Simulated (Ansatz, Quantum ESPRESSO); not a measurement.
# Lattice dynamics of KAl (Pm-3m) in two programs, part 3 of 4

How does KAl (Pm-3m) vibrate, and is this structure a minimum?

Quantum ESPRESSO 7.5; DFT PBE, scalar-relativistic, plane waves, SPMS norm-conserving pseudopotentials.

So far, highest frequency (cm⁻¹): step 7 (dispersion) 158. Also lowest frequency on the path (cm⁻¹): step 7 -93.6. The relaxed cell has a = 4.118 Å (conventional setting).

The structure was built from a prototype and need not be the compound's stable phase.

### Step 8. Density of states

Sums over the zone need many more wavevectors than were solved, so the interpolation is sampled on a dense mesh.

Contents of matdyn.in:

```
 &input
    asr='simple',
    flfrc='x.fc',
    dos=.true.,
    fldos='x.dos',
    nk1=11,
    nk2=11,
    nk3=11,
    deltaE=0.3,
 /
```

Command:

```console
$ matdyn.x -in matdyn.in > matdyn.out
```

Output:

```text
[banner, memory and clock lines left out]
Program MATDYN v.7.5

 mass for atomic type   1 not given; uses mass from file x.fc
 mass for atomic type   2 not given; uses mass from file x.fc
     Message from routine matdyn:
     Z* not found in file x.fc, TO-LO splitting at q=0 will be absent!

Note: The following floating-point exceptions are signalling: IEEE_UNDERFLOW_FLAG
```

Run time: 2.8 s. Hardware: 1 thread of Arm Neoverse V2, shared host.

This step gave:

| Quantity | Value |
| --- | --- |
| share of modes beyond 3i cm⁻¹ on the dense interpolated mesh | 0.2226 |

The phonon density of states has structure finer than the step of the table below, so its rows give means over 5 cm⁻¹, whole bins alone (the curve runs from -92.1 to 157 cm⁻¹). Peaks (cm⁻¹: height): total -80.1: 0.0354, 99.9: 0.0720, 122.4: 0.0798, 146.4: 0.209; Al -80.1: 0.0290, 90.9: 0.0193, 134.4: 0.0390, 146.4: 0.0746; K 99.9: 0.0603, 122.4: 0.0648, 146.4: 0.135.

Tetrahedra. Phonon density of states against wavenumber; means over each step; values in 1/cm⁻¹/cell:

```
wavenumber (cm⁻¹)    total       Al        K
              -85   0.0219   0.0177  0.00423
              -80   0.0329   0.0269  0.00593
              -75   0.0313   0.0257  0.00552
              -70   0.0298   0.0246  0.00518
              -65   0.0251   0.0206  0.00457
              -60   0.0210   0.0170  0.00402
              -55   0.0169   0.0134  0.00354
              -50   0.0130  0.00987  0.00317
              -45   0.0111  0.00804  0.00302
              -40  0.00994  0.00702  0.00293
              -35  0.00859  0.00599  0.00260
              -30  0.00809  0.00557  0.00252
              -25  0.00801  0.00556  0.00245
              -20  0.00652  0.00459  0.00193
              -15  0.00525  0.00367  0.00159
              -10  0.00494  0.00347  0.00147
               -5  0.00468  0.00332  0.00136
                0  0.00444  0.00318  0.00126
                5  0.00417  0.00304  0.00113
               10  0.00382  0.00287   9.4e-4
               15  0.00360  0.00277   8.3e-4
               20  0.00391  0.00293   9.7e-4
               25  0.00508  0.00360  0.00147
               30  0.00693  0.00477  0.00216
               35  0.00762  0.00513  0.00249
               40  0.00882  0.00578  0.00303
               45   0.0103  0.00644  0.00384
               50   0.0118  0.00712  0.00464
               55   0.0134  0.00807  0.00536
               60   0.0145  0.00860  0.00594
               65   0.0159  0.00930  0.00660
               70   0.0175   0.0103  0.00714
               75   0.0178   0.0105  0.00736
               80   0.0217   0.0125  0.00911
               85   0.0271   0.0147   0.0124
               90   0.0385   0.0185   0.0199
               95   0.0390   0.0126   0.0264
              100   0.0511   0.0102   0.0409
              105  0.00420  0.00143  0.00276
              110   0.0121  0.00271  0.00941
              115   0.0626   0.0118   0.0509
              120   0.0652   0.0149   0.0503
              125   0.0470   0.0176   0.0293
              130   0.0664   0.0300   0.0363
              135   0.0869   0.0379   0.0490
              140   0.0761   0.0305   0.0457
              145    0.131   0.0489   0.0818
              150   0.0463   0.0224   0.0240
```

### Step 9. Zone-centre analysis

A rigid shift of the crystal must cost nothing, but grids and finite bases break this; the acoustic sum rule is imposed before the matrix is diagonalised again.

Contents of dynmat.in:

```
 &input
    fildyn='x.dyn1',
    asr='simple',
    fileig='dynmat.eig',
 /
```

Command:

```console
$ dynmat.x -in dynmat.in > dynmat.out
```

Output:

```text
[banner, memory and clock lines left out]
Program DYNMAT v.7.5

     Reading Dynamical Matrix from file x.dyn1
     ...Force constants read
     ...epsilon and Z* not read (not found on file)
     A direction for q was not specified:TO-LO splitting will be absent

     Polarizability (A^3 units)
     multiply by 1.000000 for Clausius-Mossotti correction
         0.000000    0.000000    0.000000
         0.000000    0.000000    0.000000
         0.000000    0.000000    0.000000

     IR activities are in (D/A)^2/amu units

# mode   [cm-1]    [THz]      IR
    1     -0.00   -0.0000    0.0000
    2     -0.00   -0.0000    0.0000
    3      0.00    0.0000    0.0000
    4    157.62    4.7254    0.0000
    5    157.62    4.7254    0.0000
    6    157.62    4.7254    0.0000
```

Run time: 0.47 s. Hardware: 1 thread.

Unit eigenvectors of the mass-weighted matrix after the sum rule; no LO-TO term. Modes at Γ, with each element's share of the kinetic energy:

```
mode  frequency (cm⁻¹)  symmetry  Al %  K %
   1               0.0  acoustic    41   59
   2               0.0  acoustic    41   59
   3               0.0  acoustic    41   59
   4             157.6       T1u    59   41
   5             157.6       T1u    59   41
   6             157.6       T1u    59   41
```

Displacements in mode 5 (157.6 cm⁻¹), the largest set to 1:
```
Al1  0.00  0.00  1.00
K2   0.00  0.00 -0.69
```

The rule moves no optical mode by more than 0.1 cm⁻¹.

### Step 10. Sum rules set otherwise: a sum rule for molecules or wires on a crystal

This rule also removes rotations, which suits wires and not a crystal; it is tried to see the harm.

Contents of dynmat.in:

```
 &input
    fildyn='x.dyn1',
    asr='one-dim',
    fileig='dynmat.eig',
 /
```

Command:

```console
$ dynmat.x -in dynmat.in > dynmat.out
```

Output:

```text
[banner, memory and clock lines left out]
Program DYNMAT v.7.5

     Reading Dynamical Matrix from file x.dyn1
     ...Force constants read
     ...epsilon and Z* not read (not found on file)
asr rotation axis in 1D system=    3
     Acoustic Sum Rule: || Z*(ASR) - Z*(orig)|| =    0.000000E+00
     Acoustic Sum Rule: ||dyn(ASR) - dyn(orig)||=    6.003698E-02
     A direction for q was not specified:TO-LO splitting will be absent

     Polarizability (A^3 units)
     multiply by 1.000000 for Clausius-Mossotti correction
         0.000000    0.000000    0.000000
         0.000000    0.000000    0.000000
         0.000000    0.000000    0.000000

     IR activities are in (D/A)^2/amu units

# mode   [cm-1]    [THz]      IR
    1     -0.00   -0.0000    0.0000
    2      0.00    0.0000    0.0000
    3      0.00    0.0000    0.0000
    4      0.00    0.0000    0.0000
    5    157.62    4.7253    0.0000
    6    157.62    4.7253    0.0000
```

The job ended after 0.47 s (1 thread).

The run ended normally, but on settings that are not sound.

The fault: a sum rule for molecules or wires on a crystal; 1 optical mode is projected out to zero frequency, as if it were a rotation.

For a crystal the rule has to be 'simple' or 'crystal'.

Zone-centre frequencies as printed; negative means imaginary. Modes:

| mode | frequency (cm⁻¹) |
| --- | --- |
| 1 | 0 |
| 2 | 0 |
| 3 | 0 |
| 4 | 0 |
| 5 | 157.6 |
| 6 | 157.6 |

### Step 11. Sum rules set otherwise (asr crystal)

The rule can be imposed in more than one way; the choices should agree where the raw error is small.

Contents of dynmat.in:

```
 &input
    fildyn='x.dyn1',
    asr='crystal',
    fileig='dynmat.eig',
 /
```

Command:

```console
$ dynmat.x -in dynmat.in > dynmat.out
```

Output:

```text
[banner, memory and clock lines left out]
Program DYNMAT v.7.5

     Reading Dynamical Matrix from file x.dyn1
     ...Force constants read
     ...epsilon and Z* not read (not found on file)
     Acoustic Sum Rule: || Z*(ASR) - Z*(orig)|| =    0.000000E+00
     Acoustic Sum Rule: ||dyn(ASR) - dyn(orig)||=    6.869148E-06
     A direction for q was not specified:TO-LO splitting will be absent

     Polarizability (A^3 units)
     multiply by 1.000000 for Clausius-Mossotti correction
         0.000000    0.000000    0.000000
         0.000000    0.000000    0.000000
         0.000000    0.000000    0.000000

     IR activities are in (D/A)^2/amu units

# mode   [cm-1]    [THz]      IR
    1     -0.00   -0.0000    0.0000
    2      0.00    0.0000    0.0000
    3      0.00    0.0000    0.0000
    4    157.62    4.7253    0.0000
    5    157.62    4.7253    0.0000
    6    157.62    4.7253    0.0000
```

It took 0.47 s on 1 thread.

Zone-centre frequencies as printed; negative means imaginary. Modes:

```csv
mode,frequency (cm⁻¹)
1,0
2,0
3,0
4,157.6
5,157.6
6,157.6
```

Against the first rule no mode moves by more than 0.1 cm⁻¹.

### Step 12. The dispersion under another sum rule (asr no)

The sum rule corrects the force constants themselves, so it can shift branches at any wavevector, low ones most.

Contents of matdyn.in:

```
 &input
    asr='no',
    flfrc='x.fc',
    flfrq='x.freq',
    flvec='x.modes',
    q_in_band_form=.true.,
    q_in_cryst_coord=.true.,
 /
8
  0.0000000   0.0000000   0.0000000   8  ! GAMMA
  0.0000000   0.5000000   0.0000000   8  ! X
  0.5000000   0.5000000   0.0000000   8  ! M
  0.0000000   0.0000000   0.0000000   8  ! GAMMA
  0.5000000   0.5000000   0.5000000   8  ! R
  0.0000000   0.5000000   0.0000000   1  ! X
  0.5000000   0.5000000   0.5000000   8  ! R
  0.5000000   0.5000000   0.0000000   1  ! M
```

Command:

```console
$ matdyn.x -in matdyn.in > matdyn.out
```

Output:

```text
[banner, memory and clock lines left out]
Program MATDYN v.7.5

 mass for atomic type   1 not given; uses mass from file x.fc
 mass for atomic type   2 not given; uses mass from file x.fc
     Message from routine matdyn:
     Z* not found in file x.fc, TO-LO splitting at q=0 will be absent!
     Message from routine matdyn:
     Z* not found in file x.fc, TO-LO splitting at q=0 will be absent!

Note: The following floating-point exceptions are signalling: IEEE_UNDERFLOW_FLAG
```

Wall time 0.47 s (1 thread).

At the labelled points the branches move by no more than 1.4 cm⁻¹.

(Part 3 of 4 ends here.)

[Host names and launcher messages were left out of these logs when they were recorded.]

[Logs are printed without paths, hosts, clocks, repeated set-up lines and the standing remarks that a program may print on its own settings, such as how far it seeks lower states.]

[Hosts, paths, dates, database ids (printed as entryN), source tags and the programs' standing remarks are cut or masked in the printed files.]
